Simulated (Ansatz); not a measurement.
# Quasi-harmonic thermodynamics of MoS2 (P6_3/mmc)

Aim: the lattice, expansion, heat capacity and bulk modulus of MoS2 as it warms.

Calculated with Ansatz 0.2.0; DFT LDA, scalar-relativistic, plane waves, PAW; PAW set soft_1.

Most raw output is cut from this account.

The database entry behind the starting cell differs from later determinations by our own check (about 0.3 % long), so it need not match the best structure at ambient conditions.

### Step 1. The structure

It takes space group P6_3/mmc (No. 194, hexagonal). Conventional cell: a = 3.169 Å, b = 3.169 Å, c = 12.324 Å, α = 90.00°, β = 90.00°, γ = 120.00°. Nearest to Mo lie 6 S at 2.41 Å. Nearest to S lie 3 Mo at 2.41 Å. Farther neighbours and most contacts between anions are not listed.

Structure file:

```cif
data_structure
_symmetry_space_group_name_H-M 'P 1'
_symmetry_Int_Tables_number 1
_cell_length_a 3.1690
_cell_length_b 3.1690
_cell_length_c 12.3240
_cell_angle_alpha 90.000
_cell_angle_beta 90.000
_cell_angle_gamma 120.000
_cell_volume 107.18
loop_
_atom_site_label
_atom_site_type_symbol
_atom_site_fract_x
_atom_site_fract_y
_atom_site_fract_z
_atom_site_occupancy
Mo1 Mo 0.33333 0.66667 0.25000 1
Mo2 Mo 0.66667 0.33333 0.75000 1
S3 S 0.33333 0.66667 0.62300 1
S4 S 0.66667 0.33333 0.12300 1
S5 S 0.33333 0.66667 0.87700 1
S6 S 0.66667 0.33333 0.37700 1
```

### Step 2. A first coarse run

A cheap single point shows whether the cell is a metal or an insulator and how far it is from rest; that sets the k-mesh and the occupations of what follows.

Contents of input.yaml:

```yaml
crystal:
  lattice:
    - [3.169, 0.0, 0.0]
    - [-1.5845, 2.7444345046, 0.0]
    - [0.0, 0.0, 12.324]
  atoms:
    - { symbol: Mo, position: [0.3333333333, 0.6666666667, 0.25] }
    - { symbol: Mo, position: [0.6666666667, 0.3333333333, 0.75] }
    - { symbol: S, position: [0.3333333333, 0.6666666667, 0.623] }
    - { symbol: S, position: [0.6666666667, 0.3333333333, 0.123] }
    - { symbol: S, position: [0.3333333333, 0.6666666667, 0.877] }
    - { symbol: S, position: [0.6666666667, 0.3333333333, 0.377] }
kpoints:
  mp_grid: { grid: [6, 6, 2] }
hamiltonian:
  xc: lda
  pseudopotentials: { kind: paw, azcp: { folder: soft_1 }, xc_functional: pbe }
scf:
  occupations: { method: gaussian, width: 0.1 }
  lower_state_search: "off"
output:
  forces: true
  stress: true
  eigenvalues: true
```

Run with:

```
$ ansatz run input.yaml --threads 18 --pin off --max-ram 92160MiB --backend cuda --events-out ev --progress --plain --runs-dir out
```

Wall time 1.4 s (1 × NVIDIA GB200 with 18 threads of Arm Neoverse V2, shared host); peak memory 1.1 GiB; 2.1 s of CPU time.

A gap read on the k-mesh alone can miss the band edges.

This step gave:

| Property | Result |
| --- | --- |
| pressure | -5.669 GPa |
| gap on the k-mesh | 0.8128 eV |
| volume per atom | 17.86 Å³/atom |

Force by atom:

```tsv
atom	x (eV/Å)	y (eV/Å)	z (eV/Å)	size
Mo1	0.000	0.000	0.000	0.000
Mo2	0.000	0.000	0.000	0.000
S3	0.000	0.000	0.476	0.476
S4	0.000	0.000	0.476	0.476
S5	0.000	0.000	-0.476	0.476
S6	0.000	0.000	-0.476	0.476
```

The start is under -5.7 GPa at this level and looks like an insulator or semiconductor on this mesh.

### Step 3. Relaxation

Phonons are second derivatives about a minimum, so cell and atoms are relaxed first, inside the symmetry of the start.

Changes to input.yaml since step 2:

```diff
@@ -13,3 +13,3 @@
 kpoints:
-  mp_grid: { grid: [6, 6, 2] }
+  mp_grid: { grid: [12, 12, 4] }
 hamiltonian:
@@ -18,3 +18,3 @@
 scf:
-  occupations: { method: gaussian, width: 0.1 }
+  occupations: { method: gaussian, width: 0.02 }
   lower_state_search: "off"
@@ -24 +24,6 @@
   eigenvalues: true
+relax:
+  adjacent_minimum: "off"
+  f_tol: 0.005
+  max_steps: 80
+  cell: { stress_tol: 0.05 }
```

Elapsed: 4.5 s, on 1 × NVIDIA GB200 with 18 threads; peak memory 1.2 GiB; 12 s of CPU time.

Relaxation path:

```tsv
step	energy less that of the first step (eV)	largest force component (eV/Å)	pressure (GPa)	volume (Å³)
1	0.0000	0.4799	-5.67	107.18
2	-0.0112	0.1460	3.35	97.93
3	-0.0753	0.0456	-0.49	102.83
4	-0.0767	0.0237	-0.16	102.03
5	-0.0767	0.0019	0.00	101.96
6*	-0.0756	0.0017	-0.01	101.96
```

Relaxation steps marked * repeat the geometry before them on a plane-wave basis chosen anew for their cell, so energy and pressure can jump there.

The run keeps the 24 symmetry operations that it works with, so distortions that break them were not tested.

```tsv
conventional cell, symmetrised	before	after	change
a (Å)	3.169	3.122	-1.5 %
b (Å)	3.169	3.122	-1.5 %
c (Å)	12.324	12.077	-2.0 %
volume (Å³/atom)	17.86	16.99	-4.9 %
```

The atoms that moved most (Å, as changes of fractional coordinates times the final cell):

```tsv
atom	dx	dy	dz	length
S3	0.000	0.000	-0.020	0.020
S4	0.000	0.000	-0.020	0.020
S6	0.000	0.000	0.020	0.020
S5	0.000	0.000	0.020	0.020
```

Final coordinates:

```xyz
6
Lattice="3.1223 0.0000 0.0000 -1.5611 2.7040 0.0000 0.0000 0.0000 12.0772" Properties=species:S:1:pos:R:3 pbc="T T T"
Mo    0.0000    1.8026    3.0193
Mo    1.5611    0.9013    9.0579
S     0.0000    1.8026    7.5036
S     1.5611    0.9013    1.4650
S     0.0000    1.8026   10.6122
S     1.5611    0.9013    4.5736
```

This step gave:

| Item | Value |
| --- | --- |
| pressure | -0.007555 GPa |
| gap on the k-mesh | 0.7290 eV |
| volume per atom | 16.99 Å³/atom |

The relaxation ends with a largest force component of 0.0017 eV/Å and a pressure of -0.01 GPa.

### Step 4. Relaxing to small residual forces and stress

The thresholds are tightened for a last relaxation ahead of the phonons, and where mesh or smearing change with them the cell follows.

input.yaml, the sections that differ from step 3:

```yaml
crystal:
  lattice:
    - [3.1222601964, 0.0, 0.0]
    - [-1.5611300982, 2.7039566473, 0.0]
    - [0.0, 0.0, 12.0772421668]
  atoms:
    - { symbol: Mo, position: [0.3333333333, 0.6666666667, 0.25] }
    - { symbol: Mo, position: [0.6666666667, 0.3333333333, 0.75] }
    - { symbol: S, position: [0.3333333333, 0.6666666667, 0.6213037887] }
    - { symbol: S, position: [0.6666666667, 0.3333333333, 0.1213037887] }
    - { symbol: S, position: [0.3333333333, 0.6666666667, 0.8786962113] }
    - { symbol: S, position: [0.6666666667, 0.3333333333, 0.3786962113] }
scf:
  occupations: { method: fixed }
  lower_state_search: "off"
relax:
  adjacent_minimum: "off"
  f_tol: 0.001
  max_steps: 60
  cell: { stress_tol: 0.01 }
# kpoints, hamiltonian, output: as in step 3
```

Run time: 3.3 s. Hardware: 1 × NVIDIA GB200 with 18 threads; peak memory 1.2 GiB.

Little changed from the start: no atom moved by 0.005 Å and no cell edge by 0.1 %.

This step gave:

- pressure: 6.36e-4 GPa
- gap on the k-mesh: 0.7289 eV

The residual pressure is 6.4e-4 GPa, small enough for phonons.

### Step 5. Phonons on strained cells

Thermal expansion follows from how the free energy of the vibrations (and of the electrons in a metal) changes with strain, so the program makes strained cells, their phonons and a fit in one run.

input.yaml, the sections that differ from step 4:

```yaml
crystal:
  lattice:
    - [3.1222822545, 0.0, 0.0]
    - [-1.5611411273, 2.7039757502, 0.0]
    - [0.0, 0.0, 12.076913755]
  atoms:
    - { symbol: Mo, position: [0.3333333333, 0.6666666667, 0.25] }
    - { symbol: Mo, position: [0.6666666667, 0.3333333333, 0.75] }
    - { symbol: S, position: [0.3333333333, 0.6666666667, 0.621308095] }
    - { symbol: S, position: [0.6666666667, 0.3333333333, 0.121308095] }
    - { symbol: S, position: [0.3333333333, 0.6666666667, 0.878691905] }
    - { symbol: S, position: [0.6666666667, 0.3333333333, 0.378691905] }
output:
  eigenvalues: true
phonons:
  method: dfpt
  qmesh: [3, 3, 1]
  temperatures: { t_max: 800.0, t_step: 50 }
  thermal_expansion: {}
# kpoints, hamiltonian, scf: as in step 4
# relax: removed
```

The job ended after 91 s (1 × NVIDIA GB200 with 18 threads; peak memory 2.8 GiB).

This step gave:

| Quantity | Value |
| --- | --- |
| pressure | -0.001159 GPa |
| volume expansion coefficient at 298 K | 22.25 1e-6/K |
| C_P at 298 K | 20.86 J/mol-atom/K |
| entropy at 298 K | 20.60 J/mol-atom/K |
| isothermal bulk modulus at 298 K | 41.46 GPa |
| Grüneisen parameter at 298 K | 0.4576 |
| volume at 298 K | 17.14 Å³/atom |
| principal linear expansion coefficients at 298 K | 6.075, 6.075, 10.1 1e-6/K |

Strained cells of the study; zero-point energy where phonons were solved; the pressures are stresses at a fixed cutoff and can carry an offset from the finite basis. Expansion cells, by row:

```tsv
cell	|a| (Å)	|b| (Å)	|c| (Å)	V (Å³/atom)	E - E_lowest (meV/atom)	pressure, compression positive (GPa)	gap (eV)	zero-point energy (meV/atom)
1	3.122	3.122	12.08	16.99	0	-0.021	0.7289	-
2	3.147	3.147	12.17	17.4	2.325	-1.793	0.7689	-
3	3.098	3.098	11.98	16.59	2.405	1.941	0.684	-
4	3.107	3.107	12.2	16.99	0.918	0.778	0.7944	-
5	3.138	3.138	11.96	16.99	0.925	-0.777	0.6668	-
6	3.122	3.122	12.08	17	0.001	-0.037	0.7317	55.48
7	3.138	3.138	12.14	17.26	0.941	-1.164	0.7572	54.97
8	3.115	3.115	12.14	17	0.239	0.358	0.7641	55.65
9	3.147	3.147	12.25	17.52	2.797	-1.903	0.8055	54.63
10	3.145	3.145	12.12	17.31	1.798	-1.585	0.745	54.78
11	3.137	3.137	12.3	17.47	1.695	-1.322	0.8312	54.9
12	3.091	3.091	11.96	16.5	3.732	2.446	0.6749	-
13	3.107	3.107	12.02	16.75	0.909	1.165	0.7043	-
14	3.16	3.16	12.34	17.78	6.137	-2.738	0.8386	-
15	3.114	3.114	12.26	17.16	0.705	0.19	0.8229	-
16	3.156	3.156	12.08	17.36	3.568	-2.152	0.7211	-
```

Quasi-harmonic; a, b, c are the run's own cell vectors. Expansion, by row:

```tsv
T (K)	a (Å)	b (Å)	c (Å)	alpha (deg)	beta (deg)	gamma (deg)	cell volume (Å³/cell)	alpha_a (1e-6/K)	alpha_b (1e-6/K)	alpha_c (1e-6/K)	alpha_V (1e-6/K)	C_P (J/mol-atom/K)	C_V (J/mol-atom/K)	S (J/mol-atom/K)	B_T (GPa)	B_S (GPa)	Grueneisen	extrapolation	fit error (1e-6/K)
0	3.127	3.127	12.09	90	90	120	102.4	0	0	0	0	0	0	0	42.82	42.82	-	0	0
50	3.127	3.127	12.09	90	90	120	102.4	0.81	0.81	5.32	6.93	2.329	2.328	1.017	42.71	42.73	1.307	0	0.05
100	3.127	3.127	12.1	90	90	120	102.4	2.61	2.61	7.65	12.87	7.961	7.954	4.276	42.5	42.53	0.707	0	0.13
150	3.127	3.127	12.1	90	90	120	102.5	4.1	4.1	8.81	17.01	13.37	13.36	8.579	42.24	42.3	0.554	0	0.24
200	3.128	3.128	12.11	90	90	120	102.6	5.07	5.07	9.48	19.63	17.07	17.03	12.97	41.98	42.06	0.498	0	0.29
250	3.129	3.129	12.11	90	90	120	102.7	5.69	5.69	9.87	21.25	19.4	19.35	17.05	41.72	41.82	0.472	0	0.3
298.1	3.13	3.13	12.12	90	90	120	102.8	6.07	6.07	10.1	22.25	20.86	20.8	20.6	41.46	41.58	0.458	0	0.29
300	3.13	3.13	12.12	90	90	120	102.8	6.09	6.09	10.1	22.28	20.91	20.84	20.73	41.45	41.58	0.457	0	0.28
350	3.131	3.131	12.12	90	90	120	102.9	6.36	6.36	10.24	22.96	21.92	21.84	24.03	41.19	41.33	0.447	0	0.26
400	3.132	3.132	12.13	90	90	120	103.1	6.56	6.56	10.32	23.44	22.62	22.52	27.01	40.93	41.09	0.44	0	0.25
450	3.133	3.133	12.14	90	90	120	103.2	6.71	6.71	10.36	23.78	23.13	23.02	29.7	40.67	40.86	0.435	0	0.25
500	3.134	3.134	12.14	90	90	120	103.3	6.83	6.83	10.37	24.04	23.51	23.39	32.16	40.42	40.63	0.431	0	0.27
550	3.135	3.135	12.15	90	90	120	103.4	6.93	6.93	10.37	24.23	23.8	23.66	34.42	40.17	40.4	0.427	0	0.31
600	3.136	3.136	12.16	90	90	120	103.5	7.02	7.02	10.34	24.38	24.03	23.88	36.5	39.93	40.17	0.424	0	0.37
650	3.137	3.137	12.16	90	90	120	103.7	7.09	7.09	10.31	24.49	24.22	24.06	38.43	39.69	39.95	0.42	0	0.44
700	3.138	3.138	12.17	90	90	120	103.8	7.16	7.16	10.26	24.58	24.38	24.2	40.23	39.45	39.74	0.417	0	0.52
750	3.14	3.14	12.18	90	90	120	103.9	7.22	7.22	10.19	24.64	24.51	24.32	41.91	39.22	39.52	0.414	0	0.61
800	3.141	3.141	12.18	90	90	120	104.1	7.28	7.28	10.12	24.68	24.62	24.42	43.5	39	39.32	0.412	0	0.7
```

Table of expansion coefficient by temperature; values in 1e-6/K:

```tsv
temperature (K)	volume	principal 1	principal 3
0	0	0	0
50	6.93	0.81	5.32
100	12.9	2.61	7.65
150	17.0	4.1	8.81
200	19.6	5.07	9.48
250	21.2	5.69	9.87
298	22.2	6.07	10.1
300	22.3	6.09	10.1
350	23.0	6.36	10.2
400	23.4	6.56	10.3
450	23.8	6.71	10.4
500	24.0	6.83	10.4
550	24.2	6.93	10.4
600	24.4	7.02	10.3
650	24.5	7.09	10.3
700	24.6	7.16	10.3
750	24.6	7.22	10.2
800	24.7	7.28	10.1
```

At 298 K the volume expansion is 22.2 × 10⁻⁶/K and B_T is 41.5 GPa. The program raised the cutoff to 487.2 eV by itself: with no cutoff typed, the study takes about 1.16 times the default for its relaxations and scales it with the volume for the phonons.

### Step 6. Outcome

* settings of these figures: LDA, 487.2 eV, k 12×12×4, q 3×3×1
* volume expansion coefficient at 298 K: 22.25 1e-6/K
* C_P at 298 K: 20.86 J/mol-atom/K
* entropy at 298 K: 20.60 J/mol-atom/K
* isothermal bulk modulus at 298 K: 41.46 GPa
* Grüneisen parameter at 298 K: 0.4576
* volume at 298 K: 17.14 Å³/atom
* principal linear expansion coefficients at 298 K: 6.075, 6.075, 10.1 1e-6/K

Near room temperature MoS2 expands by 22.2 × 10⁻⁶/K in volume by LDA, with C_P = 20.9 J/(mol K) per mole of atoms and B_T = 41.5 GPa. The expansion is anisotropic: the principal values at 298 K run from 6.08 to 10.1 × 10⁻⁶/K. C_P at room temperature is 84 % of the classical 3R an atom, so the stiffest modes are still partly frozen out. The program warned that the phonons of some cells were interpolated without the dipole term. The PAW files were made for PBE and are used here under another functional, for which the program regenerates the frozen cores.

[Logs are printed without paths, hosts, clocks, repeated set-up lines and the standing remarks that a program may print on its own settings, such as how far it seeks lower states.]

[Hosts, paths, dates, database ids (printed as entryN), source tags and the programs' standing remarks are cut or masked in the printed files.]

[A step with changed settings may run another functional than the one named; its input shows which.]
